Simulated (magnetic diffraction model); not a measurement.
## Tb2NdCo2Ge4: the ordered moment from one line

Space group C2/m (no. 12), a = 10.5950 Å, b = 4.1910 Å, c = 8.2440 Å, β = 106.79°.

```
site  atom       x    y       z
  4i    Tb  0.8760  1/2  0.3009
  2a    Nd       0    0       0
  4i    Ge  0.5993  1/2  0.4024
  4i    Ge  0.7977  1/2  0.9201
  4i    Co  0.6929    0  0.3723
```

The compound is invented for this exercise: a known structure type with other elements, its cell scaled to their sizes and not relaxed.

Only Tb and Nd are taken to order (form factors of Tb3+ and Nd3+); orders and moment sizes are assumed, and not adapted to the symmetry. Radiation: neutrons of λ = 2.52 Å, 1.5° to 70°; isotropic B of 0.36 Å² (Tb), 0.38 Å² (Nd), 0.42 Å² (Ge) and 0.35 Å² (Co). The intensities are simulated: I ∝ L Σ (|F_N|² + |F_M⊥|²) for unpolarised neutrons, with F_M = 2.695 fm/μB × Σ f(s) S exp(2πi Q·r) exp(−B s²) at Q = H ± k (one set where k and −k are equivalent), only the part normal to Q counting and L = 1/(sin²θ cos θ). For a modulated order the moment at position r is S exp(−2πi k·r) + c.c., with S = m/2 for a sine wave of amplitude m and S = m(u + iv)/2 for moments turning in a plane, u and v being orthogonal unit vectors in it; the phase factor of the sum at Q = H + k is then exp(2πi H·r). Form factors are spin-only for 3d ions and dipole or tabulated for f ions, scattering lengths are Sears's of 1992, and absorption is left out. A label names one of the reflections at its angle. The strongest nuclear line in the range is 100, and lines under 0.2 are left out.

In a first state the assumed order is k = (0 1/5 0), moments turning in the plane of [100] and [001], 6.9 μB on Tb and 3.1 μB on Nd; signs + at (0.8760, 1/2, 0.3009), + at (0.6240, 0, 0.6991), + at (0, 0, 0), with this pattern:

```
2θ (°)       index  nuclear  magnetic
  6.89   (0 1/5 0)      0.0    1596.7
 19.64   (0 1/5 1)      0.0       1.1
 28.77     (2 0 0)      1.6       0.0
 29.38    (2 0 -1)      1.5       0.0
 29.62   (2 1/5 0)      0.0       3.4
 30.21  (2 1/5 -1)      0.0      28.8
 31.41   (1 4/5 0)      0.0      19.9
 34.37  (1 4/5 -1)      0.0      83.6
 37.24     (0 0 2)      5.7       0.0
 37.92   (0 1/5 2)      0.0      10.8
 37.97     (1 1 0)      1.7       0.0
 38.76     (2 0 1)      3.0       0.0
 38.78   (1 4/5 1)      0.0       2.0
 39.42   (2 1/5 1)      0.0      42.7
 40.51    (1 1 -1)      0.2       0.0
 40.79  (2 1/5 -2)      0.0      19.2
```
(The table stops after 16 lines; 39 more lie at higher angle.)

**Question.** Nearer the ordering temperature the line at 6.89° has total intensity 143.7 on the same scale, and all moments have shrunk alike. How large is the Tb moment?

The nuclear part, 0.0, stays, so the magnetic part is 143.7 against 1596.7. It goes as m², so m = 6.9 × √(143.7/1596.7) = 2.07 μB; the value used was 2.07 μB.

[Logs are printed without paths, hosts, clocks, repeated set-up lines and the standing remarks that a program may print on its own settings, such as how far it seeks lower states.]
